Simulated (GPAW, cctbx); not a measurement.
# By hand: from a DFT structure factor to an extinction distance in ZrTa3C4

ZrTa3C4, Pm-3m (no. 221), a = 4.5253 Å, b = 4.5253 Å, c = 4.5253 Å, α = 90.00°, β = 90.00°, γ = 90.00°.

```
atom  mult.    x    y    z
 Ta1      3    0    0  1/2
 Zr1      1  1/2  1/2  1/2
  C1      3  1/2    0  1/2
  C2      1    0    0    0
```

The cell is our own: ordered rocksalt alloy in the eight-atom cube, 3 of 4 Zr sites given to Ta.

A DFT run (GPAW, PBE, 600 eV, 7×7×7 k-points, Fermi–Dirac width 0.1 eV) gives the static X-ray structure factor of 010 as 32.032 e for the conventional cell; superposed free atoms give 32.199 e. **Problem.** Find the Fourier component V of the crystal potential and the two-beam extinction distance at 300 kV in both cases.

**1. Geometry**

The cell volume is Ω = 92.67 Å³ and d(010) = 4.5253 Å, so g = 1/d = 0.2210 Å⁻¹.

**2. The nuclei**

Electrons feel nuclei as well as electrons, so the nuclear charges are summed with the same phases.

Phase sums Σ exp(2πi h·x), turned so that the total is real and positive: Ta +1.000, Zr -1.000, C 0.000. Then F_Z = 73 × (+1.000) + 40 × (-1.000) + 6 × (0.000) = 33.00 e. The electron term has the same sign for this reflection.

**3. Mott–Bethe**

Poisson's equation, term by term, gives V = (e/4πε₀)(F_Z − F)/(πΩg²), with e/4πε₀ = 14.3996 V Å.

The prefactor is 14.3996 × 4.5253²/(π × 92.67) = 1.01284 V per electron. Free atoms: (33.00 − 32.199) × 1.01284 = 0.811 V. Crystal: (33.00 − 32.032) × 1.01284 = 0.980 V. F changes by -0.52 % and V by +20.8 %: the same 0.17 e is measured against F_Z − F = 0.8 e in place of F = 32.2 e.

**4. Extinction distance**

In the two-beam case ξ = 1/(λU) with U = 2γm₀eV/h², that is ξ = 150.41 V Å²/(γλV).

At 300 kV, λ = 0.01969 Å and γ = 1.5871. Free atoms: ξ = 5934 Å. Crystal: ξ = 4910 Å. The thickness fringes go as sin²(πt/ξ), so the two patterns slip by a quarter of a period when t|1/ξ₁ − 1/ξ₀| = 1/4, at t ≈ 711 nm. Thermal motion, absorption and many-beam coupling, left out here, change a real pattern.

**5. Answer**

V(010) is 0.98 V against 0.81 V, and ξ is 4910 against 5934 Å. Limits: static atoms, two beams.

[Outputs are excerpts: Python notices, other lines and further rows are left out; steps that failed or that the build refused (PBEsol, TPSS) are not shown.]

[Logs are printed without paths, hosts, clocks, repeated set-up lines and the standing remarks that a program may print on its own settings, such as how far it seeks lower states.]
